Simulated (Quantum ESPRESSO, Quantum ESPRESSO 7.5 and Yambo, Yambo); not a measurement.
# A GW chain in Yambo: CdF2 (Fm-3m)

How does a plane-wave GW calculation on CdF2 (Fm-3m) run from the first input to the gap?

Main program and level: Quantum ESPRESSO 7.5 and Yambo 5.3.0; PBE and many-body steps on it, plane waves.

### 1. Starting point

It takes space group Fm-3m (No. 225, cubic). The conventional cell has a = 5.388 Å, b = 5.388 Å, c = 5.388 Å, α = 90.00°, β = 90.00°, γ = 90.00°. Nearest to Cd lie 8 F at 2.33 Å. Nearest to F lie 4 Cd at 2.33 Å. Farther neighbours and most contacts between anions are not listed.

The cell and positions come from the Crystallography Open Database and are kept as given unless a step says otherwise.

### 2. Ground state

This step: Quantum ESPRESSO 7.5; DFT, PBE, plane waves, norm-conserving pseudopotentials.

The ground-state density comes first.

Input file pw.in:

```
&control
  calculation = 'scf'
  prefix = 'x'
  outdir = 'o'
  pseudo_dir = 'pseudo'
/
&system
  ibrav = 0
  nat = 3
  ntyp = 2
  ecutwfc = 94.0
  nbnd = 22
  force_symmorphic = .true.
/
&electrons
  conv_thr = 1e-10
  electron_maxstep = 80
  mixing_beta = 0.5
/
ATOMIC_SPECIES
  Cd 112.41 Cd.upf
  F 18.998 F.upf
CELL_PARAMETERS angstrom
  0.0000000000 2.6940000000 2.6940000000
  2.6940000000 0.0000000000 2.6940000000
  2.6940000000 2.6940000000 -0.0000000000
ATOMIC_POSITIONS crystal
  Cd 0.0000000000 0.0000000000 0.0000000000
  F 0.2500000000 0.2500000000 0.2500000000
  F 0.7500000000 0.7500000000 0.7500000000
K_POINTS automatic
  6 6 6 0 0 0
```

The run is started by

```bash
OMP_NUM_THREADS=1 mpirun -n 4 pw.x -nk 4 -in pw.in > pw.out
```

What it wrote:

```text
Program PWSCF v.7.5 starts

     This program is part of the open-source Quantum ESPRESSO suite
     for quantum simulation of materials; please cite
         "P. Giannozzi et al., J. Phys.:Condens. Matter 21 395502 (2009);
         "P. Giannozzi et al., J. Phys.:Condens. Matter 29 465901 (2017);
         "P. Giannozzi et al., J. Chem. Phys. 152 154105 (2020);
     in publications or presentations arising from this work. More details at
     Message from routine setup:
     using ibrav=0 with symmetry is DISCOURAGED, use correct ibrav instead

     G-vector sticks info

     bravais-lattice index     =            0
     lattice parameter (alat)  =       7.1997  a.u.
     unit-cell volume          =     263.8878 (a.u.)^3
     number of atoms/cell      =            3
     number of atomic types    =            2
     number of electrons       =        34.00
     number of Kohn-Sham states=           22
     kinetic-energy cutoff     =      94.0000  Ry
     charge density cutoff     =     376.0000  Ry
     scf convergence threshold =      1.0E-10
     mixing beta               =       0.5000
     number of iterations used =            8  plain     mixing
     Exchange-correlation= PBE
                           (   1   4   3   4   0   0   0)

     celldm(1)=   7.199651  celldm(2)=   0.000000  celldm(3)=   0.000000
     celldm(4)=   0.000000  celldm(5)=   0.000000  celldm(6)=   0.000000

     crystal axes: (cart. coord. in units of alat)
               a(1) = (   0.000000   0.707107   0.707107 )
               a(2) = (   0.707107   0.000000   0.707107 )
               a(3) = (   0.707107   0.707107  -0.000000 )

     reciprocal axes: (cart. coord. in units 2 pi/alat)
               b(1) = ( -0.707107  0.707107  0.707107 )
               b(2) = (  0.707107 -0.707107  0.707107 )
               b(3) = (  0.707107  0.707107 -0.707107 )
     Pseudo is Norm-conserving + core correction, Zval = 20.0
     Generated using ONCVPSP code by D. R. Hamann
     Using radial grid of 1368 points,  6 beta functions with:
     Pseudo is Norm-conserving + core correction, Zval =  7.0
     Generated using ONCVPSP code by D. R. Hamann
     Using radial grid of  832 points,  5 beta functions with:
     Cd               20.00   112.41000     Cd( 1.00)
     F                 7.00    18.99800     F ( 1.00)

     48 Sym. Ops., with inversion, found

   Cartesian axes

     site n.     atom                  positions (alat units)
         1        Cd     tau(   1) = (   0.0000000   0.0000000   0.0000000  )
         2        F      tau(   2) = (   0.3535534   0.3535534   0.3535534  )
         3        F      tau(   3) = (   1.0606602   1.0606602   1.0606602  )

     number of k points=    16
                       cart. coord. in units 2pi/alat
        k(    1) = (   0.0000000   0.0000000   0.0000000), wk =   0.0092593
        k(    2) = (   0.1178511   0.1178511  -0.1178511), wk =   0.0740741
        k(    3) = (   0.2357023   0.2357023  -0.2357023), wk =   0.0740741
        k(    4) = (  -0.3535534  -0.3535534   0.3535534), wk =   0.0370370
        k(    5) = (   0.2357023   0.0000000  -0.0000000), wk =   0.0555556
        k(    6) = (   0.3535534   0.1178511  -0.1178511), wk =   0.2222222
        k(    7) = (  -0.2357023  -0.4714045   0.4714045), wk =   0.2222222
        k(    8) = (  -0.1178511  -0.3535534   0.3535534), wk =   0.2222222
        k(    9) = (   0.0000000  -0.2357023   0.2357023), wk =   0.1111111
        k(   10) = (   0.4714045   0.0000000  -0.0000000), wk =   0.0555556
     [... 4 further rows ...]
        k(   15) = (  -0.1178511  -0.3535534   0.5892557), wk =   0.2222222
        k(   16) = (  -0.7071068   0.2357023   0.0000000), wk =   0.1111111

     Dense  grid:    32647 G-vectors     FFT dimensions: (  45,  45,  45)

     Initial potential from superposition of free atoms

     starting charge      33.9997, renormalised to      34.0000
     Starting wfcs are   18 randomized atomic wfcs +    4 random wfcs

     per-process dynamical memory:    28.7 Mb

     Self-consistent Calculation

     iteration #  1     ecut=    94.00 Ry     beta= 0.50

     total energy              =    -449.30280373 Ry
     estimated scf accuracy    <       0.38882180 Ry

     iteration #  2     ecut=    94.00 Ry     beta= 0.50

     total energy              =    -449.41312000 Ry
     estimated scf accuracy    <       0.06893993 Ry

     iteration #  3     ecut=    94.00 Ry     beta= 0.50

     total energy              =    -449.42409432 Ry
     estimated scf accuracy    <       0.00414792 Ry

     iteration #  4     ecut=    94.00 Ry     beta= 0.50

     total energy              =    -449.42450811 Ry
     estimated scf accuracy    <       0.00005846 Ry

     iteration #  5     ecut=    94.00 Ry     beta= 0.50

     total energy              =    -449.42452890 Ry
     estimated scf accuracy    <       0.00001264 Ry

     iteration #  6     ecut=    94.00 Ry     beta= 0.50

     total energy              =    -449.42453058 Ry
     estimated scf accuracy    <       0.00000509 Ry

     iteration #  7     ecut=    94.00 Ry     beta= 0.50

     total energy              =    -449.42453169 Ry
     estimated scf accuracy    <       0.00000017 Ry

     iteration #  8     ecut=    94.00 Ry     beta= 0.50

     total energy              =    -449.42453168 Ry
     estimated scf accuracy    <       0.00000006 Ry

     iteration #  9     ecut=    94.00 Ry     beta= 0.50

     total energy              =    -449.42453169 Ry
     estimated scf accuracy    <          5.5E-10 Ry

     iteration # 10     ecut=    94.00 Ry     beta= 0.50

     End of self-consistent calculation

          k = 0.0000 0.0000 0.0000 (  4015 PWs)   bands (ev):

   -91.9104 -53.0067 -53.0067 -53.0067 -14.2017 -13.1009   0.9376   0.9376
     0.9376   2.1378   2.1378   5.5577   5.5577   5.5577   6.0345   6.0345
     6.0345   9.6539  19.2706  19.2706  19.2706  24.2209

          k = 0.1179 0.1179-0.1179 (  4047 PWs)   bands (ev):

   -91.9104 -53.0074 -53.0068 -53.0068 -14.1150 -13.1773   1.0370   1.0370
     1.2245   2.1111   2.1111   4.8415   5.3760   5.3760   5.7987   6.0552
     6.0552  10.6120  18.1609  19.6675  19.6675  25.7131

          k = 0.2357 0.2357-0.2357 (  4068 PWs)   bands (ev):

   -91.9104 -53.0086 -53.0070 -53.0070 -13.8964 -13.3708   1.2134   1.2134
     1.9187   2.1325   2.1325   3.9953   4.9422   4.9506   4.9506   6.1088
     6.1088  12.4815  16.6515  20.5543  20.5543  25.0343

          k =-0.3536-0.3536 0.3536 (  4092 PWs)   bands (ev):

     [... further k-points ...]

     highest occupied, lowest unoccupied level (ev):     6.5104    9.6539

!    total energy              =    -449.42453169 Ry
     estimated scf accuracy    <          4.0E-11 Ry

     The total energy is the sum of the following terms:
     one-electron contribution =    -231.75051497 Ry
     hartree contribution      =     131.90836419 Ry
     xc contribution           =     -70.73906150 Ry
     ewald contribution        =    -278.84331940 Ry

     convergence has been achieved in  10 iterations

     XML data file, charge density, pseudopotentials, collected wavefunctions

=------------------------------------------------------------------------------=
   JOB DONE.
=------------------------------------------------------------------------------=
```

It took 6.1 s on 4 MPI ranks of Intel Xeon 6975P-C (Granite Rapids), shared host; peak memory 0.3 GiB.

Numbers from this step:

| Quantity | Value |
| --- | --- |
| total energy | -6114.7323 eV |
| gap | 3.143 eV |
| k of the valence top | 0.1667, -0.5, -0.3333 |
| k of the conduction bottom | 0, 0, 0 |
| least direct gap | 3.619 eV |

The gap is indirect, with the least direct gap 0.48 eV higher.

### 3. Bands along the symmetry lines

Levels along a band path, at the cheap level, show where the edges lie and whether the meshes to come will hold them.

Input file pw.in:

```
&control
  calculation = 'bands'
  prefix = 'x'
  outdir = 'o'
  pseudo_dir = 'pseudo'
/
&system
  ibrav = 0
  nat = 3
  ntyp = 2
  ecutwfc = 94.0
  nbnd = 23
  force_symmorphic = .true.
/
&electrons
  conv_thr = 1e-9
  electron_maxstep = 80
  diago_full_acc = .true.
  diago_thr_init = 5e-6
/
ATOMIC_SPECIES
  Cd 112.41 Cd.upf
  F 18.998 F.upf
CELL_PARAMETERS angstrom
  0.0000000000 2.6940000000 2.6940000000
  2.6940000000 0.0000000000 2.6940000000
  2.6940000000 2.6940000000 -0.0000000000
ATOMIC_POSITIONS crystal
  Cd 0.0000000000 0.0000000000 0.0000000000
  F 0.2500000000 0.2500000000 0.2500000000
  F 0.7500000000 0.7500000000 0.7500000000
K_POINTS crystal
  50
  0.00000000 0.00000000 0.00000000 1
  0.06250000 0.00000000 0.06250000 1
  0.12500000 0.00000000 0.12500000 1
  0.18750000 0.00000000 0.18750000 1
  0.25000000 0.00000000 0.25000000 1
  0.31250000 0.00000000 0.31250000 1
  0.37500000 0.00000000 0.37500000 1
  0.43750000 0.00000000 0.43750000 1
  0.50000000 0.00000000 0.50000000 1
  0.51562500 0.03125000 0.51562500 1
  0.53125000 0.06250000 0.53125000 1
  0.54687500 0.09375000 0.54687500 1
  0.56250000 0.12500000 0.56250000 1
  0.57812500 0.15625000 0.57812500 1
  0.59375000 0.18750000 0.59375000 1
  0.60937500 0.21875000 0.60937500 1
  0.62500000 0.25000000 0.62500000 1
  0.37500000 0.37500000 0.75000000 1
  0.32812500 0.32812500 0.65625000 1
  0.28125000 0.28125000 0.56250000 1
  0.23437500 0.23437500 0.46875000 1
  0.18750000 0.18750000 0.37500000 1
  0.14062500 0.14062500 0.28125000 1
  0.09375000 0.09375000 0.18750000 1
  0.04687500 0.04687500 0.09375000 1
  0.00000000 0.00000000 0.00000000 1
  0.06250000 0.06250000 0.06250000 1
  0.12500000 0.12500000 0.12500000 1
  0.18750000 0.18750000 0.18750000 1
  0.25000000 0.25000000 0.25000000 1
  0.31250000 0.31250000 0.31250000 1
  0.37500000 0.37500000 0.37500000 1
  0.43750000 0.43750000 0.43750000 1
  0.50000000 0.50000000 0.50000000 1
  0.50000000 0.46875000 0.53125000 1
  0.50000000 0.43750000 0.56250000 1
  0.50000000 0.40625000 0.59375000 1
  0.50000000 0.37500000 0.62500000 1
  0.50000000 0.34375000 0.65625000 1
  0.50000000 0.31250000 0.68750000 1
  0.50000000 0.28125000 0.71875000 1
  0.50000000 0.25000000 0.75000000 1
  0.50000000 0.21875000 0.71875000 1
  0.50000000 0.18750000 0.68750000 1
  0.50000000 0.15625000 0.65625000 1
  0.50000000 0.12500000 0.62500000 1
  0.50000000 0.09375000 0.59375000 1
  0.50000000 0.06250000 0.56250000 1
  0.50000000 0.03125000 0.53125000 1
  0.50000000 0.00000000 0.50000000 1
```

What it wrote:

```text
[banner, memory and clock lines left out]
Program PWSCF v.7.5 starts

     Atomic positions and unit cell read from directory:
     o/x.save/

     Message from routine setup:
     using ibrav=0 with symmetry is DISCOURAGED, use correct ibrav instead

     G-vector sticks info

     bravais-lattice index     =            0
     lattice parameter (alat)  =       7.1997  a.u.
     unit-cell volume          =     263.8878 (a.u.)^3
     number of atoms/cell      =            3
     number of atomic types    =            2
     number of electrons       =        34.00
     number of Kohn-Sham states=           23
     kinetic-energy cutoff     =      94.0000  Ry
     charge density cutoff     =     376.0000  Ry
     Exchange-correlation= PBE
                           (   1   4   3   4   0   0   0)

     celldm(1)=   7.199651  celldm(2)=   0.000000  celldm(3)=   0.000000
     celldm(4)=   0.000000  celldm(5)=   0.000000  celldm(6)=   0.000000

     crystal axes: (cart. coord. in units of alat)
               a(1) = (   0.000000   0.707107   0.707107 )
               a(2) = (   0.707107   0.000000   0.707107 )
               a(3) = (   0.707107   0.707107  -0.000000 )

     reciprocal axes: (cart. coord. in units 2 pi/alat)
               b(1) = ( -0.707107  0.707107  0.707107 )
               b(2) = (  0.707107 -0.707107  0.707107 )
               b(3) = (  0.707107  0.707107 -0.707107 )
     Pseudo is Norm-conserving + core correction, Zval = 20.0
     Generated using ONCVPSP code by D. R. Hamann
     Using radial grid of 1368 points,  6 beta functions with:
     Pseudo is Norm-conserving + core correction, Zval =  7.0
     Generated using ONCVPSP code by D. R. Hamann
     Using radial grid of  832 points,  5 beta functions with:
     Cd               20.00   112.41000     Cd( 1.00)
     F                 7.00    18.99800     F ( 1.00)

     48 Sym. Ops., with inversion, found

   Cartesian axes

     site n.     atom                  positions (alat units)
         1        Cd     tau(   1) = (   0.0000000   0.0000000   0.0000000  )
         2        F      tau(   2) = (   0.3535534   0.3535534   0.3535534  )
         3        F      tau(   3) = (   1.0606602   1.0606602   1.0606602  )

     number of k points=    50
                       cart. coord. in units 2pi/alat
        k(    1) = (   0.0000000   0.0000000   0.0000000), wk =   0.0400000
        k(    2) = (   0.0000000   0.0883883   0.0000000), wk =   0.0400000
        k(    3) = (   0.0000000   0.1767767   0.0000000), wk =   0.0400000
[...]
[... 38 further rows ...]
        k(   49) = (   0.0441942   0.7071068   0.0000000), wk =   0.0400000
        k(   50) = (   0.0000000   0.7071068   0.0000000), wk =   0.0400000

     Dense  grid:    32647 G-vectors     FFT dimensions: (  45,  45,  45)

     The potential is recalculated from file :
     o/x.save/charge-density

     Starting wfcs are   18 randomized atomic wfcs +    5 random wfcs

     Band Structure Calculation

     End of band structure calculation

          k = 0.0000 0.0000 0.0000 (  4015 PWs)   bands (ev):

   -91.9103 -53.0066 -53.0066 -53.0066 -14.2018 -13.1009   0.9377   0.9377
     0.9377   2.1379   2.1379   5.5577   5.5577   5.5577   6.0345   6.0345
     6.0345   9.6539  19.2706  19.2706  19.2706  24.2210  26.4704

          k = 0.0000 0.0884 0.0000 (  4035 PWs)   bands (ev):

   -91.9104 -53.0067 -53.0067 -53.0067 -14.1850 -13.1157   0.9593   0.9593
[...]
6.0418   9.8549  19.0074  19.3403  19.3403  24.6052  26.1507

          k = 0.0000 0.1768 0.0000 (  4047 PWs)   bands (ev):

[...]
6.0736  10.3733  18.4219  19.5343  19.5343  24.7507  26.2188

          k =-0.0000 0.2652 0.0000 (  4048 PWs)   bands (ev):

[...]
k = 0.0000 0.4419-0.0000 (  4056 PWs)   bands (ev):

[...]
k =-0.0000 0.5303 0.0000 (  4064 PWs)   bands (ev):

[...]
k = 0.0000 0.6187-0.0000 (  4064 PWs)   bands (ev):

[...]
k = 0.4640 0.4640-0.0000 (  4075 PWs)   bands (ev):

[...]
k = 0.3315 0.3315-0.0000 (  4063 PWs)   bands (ev):

[...]
k = 0.3094 0.7071-0.0000 (  4080 PWs)   bands (ev):

[...]
k = 0.2210 0.7071-0.0000 (  4074 PWs)   bands (ev):

[...]
k = 0.1768 0.7071-0.0000 (  4062 PWs)   bands (ev):

[...]
k = 0.0442 0.7071 0.0000 (  4076 PWs)   bands (ev):

[...]
6.4451  14.5688  16.2770  18.4711  20.7596  20.8886  26.0884

          k = 0.0000 0.7071 0.0000 (  4088 PWs)   bands (ev):

   -91.9104 -53.0092 -53.0077 -53.0077 -13.7328 -13.4694   1.1535   1.8889
     1.8889   2.2524   2.4249   3.4542   3.5900   3.5900   6.0229   6.4411
     6.4411  14.5663  16.2381  18.4942  20.8276  20.8276  26.0277

     XML data file, pseudopotentials, collected wavefunctions
```

The job ended after 4.5 s (4 MPI ranks; peak memory 0.27 GiB).

This step gave:

| Property | Result |
| --- | --- |
| gap | 3.124 eV |
| k of the valence top | 0.5, 0.25, 0.75 |
| k of the conduction bottom | 0, 0, 0 |
| least direct gap | 3.619 eV |

The gap is 3.124 eV, −0.019 eV from the run before at this level.

Electronic bands along the path, in eV, zero at the top of the highest filled band:

```csv
point,band 14,band 15,band 16,band 17,band 18,band 19,band 20,band 21
Γ,-0.97,-0.50,-0.50,-0.50,3.12,12.74,12.74,12.74
halfway,-1.83,-0.50,-0.31,-0.31,5.33,10.70,13.59,13.59
X,-2.94,-0.51,-0.09,-0.09,8.04,9.71,11.96,14.30
halfway,-2.67,-0.56,-0.23,-0.12,8.05,10.01,11.76,14.25
U,-2.30,-0.95,-0.35,-0.20,7.99,10.79,11.16,14.50
jump to K,-2.30,-0.95,-0.35,-0.20,7.99,10.79,11.16,14.50
halfway,-1.42,-1.14,-0.44,-0.41,5.62,10.69,13.12,14.00
Γ,-0.97,-0.50,-0.50,-0.50,3.12,12.74,12.74,12.74
halfway,-1.36,-1.12,-0.45,-0.45,4.99,10.84,13.56,13.56
L,-1.83,-1.83,-0.39,-0.39,7.20,9.18,14.53,14.53
halfway,-1.85,-1.49,-0.47,-0.24,7.58,9.86,12.99,13.97
W,-1.52,-1.52,-0.60,0.00,8.10,11.53,11.72,11.72
halfway,-2.48,-0.56,-0.53,-0.04,8.07,10.29,11.71,13.39
X,-2.94,-0.51,-0.09,-0.09,8.04,9.71,11.96,14.30
```

The electronic bands as a text plot (rows in eV, shown from -4.8 to 9.1 only):

```
    8.8 |
    8.3 |            ++++++                              ++++++++
    7.7 |          ++      +                         ++++
    7.1 |         +         ++                  +++++
    6.5 |                     ++               +
    5.9 |       ++                           ++
    5.4 |     ++                +
    4.8 |    +                   ++         +
    4.2 |                          ++      +
    3.6 |  ++                        +   ++
    3.1 |++                           +++
    2.5 |
    1.9 |
    1.3 |
    0.7 |
    0.2 |          *****                                *********
   -0.4 |********************************************************
   -1.0 |****            **     *************              **
   -1.6 |  *****           **********    *******************
   -2.2 |    *****       *****   **         *   ********    *
   -2.7 |       ***********     *            ********   *********
   -3.3 |          *************                     ************
   -3.9 |          ****                          ****          **
   -4.5 |********************************************************
         Γ           X  U|K            Γ         L        W     X
```

[end of part 1 of 3]

[Paths, hosts, dates, memory and timing lines, banners, echoed tables and standing remarks are left out of the program output.]

[Logs are printed without paths, hosts, clocks, repeated set-up lines and the standing remarks that a program may print on its own settings, such as how far it seeks lower states.]

[Runs of the session that timed out or met a known fault of the program may be left out.]

[Hosts, paths, dates, database ids (printed as entryN), source tags and the programs' standing remarks are cut or masked in the printed files.]
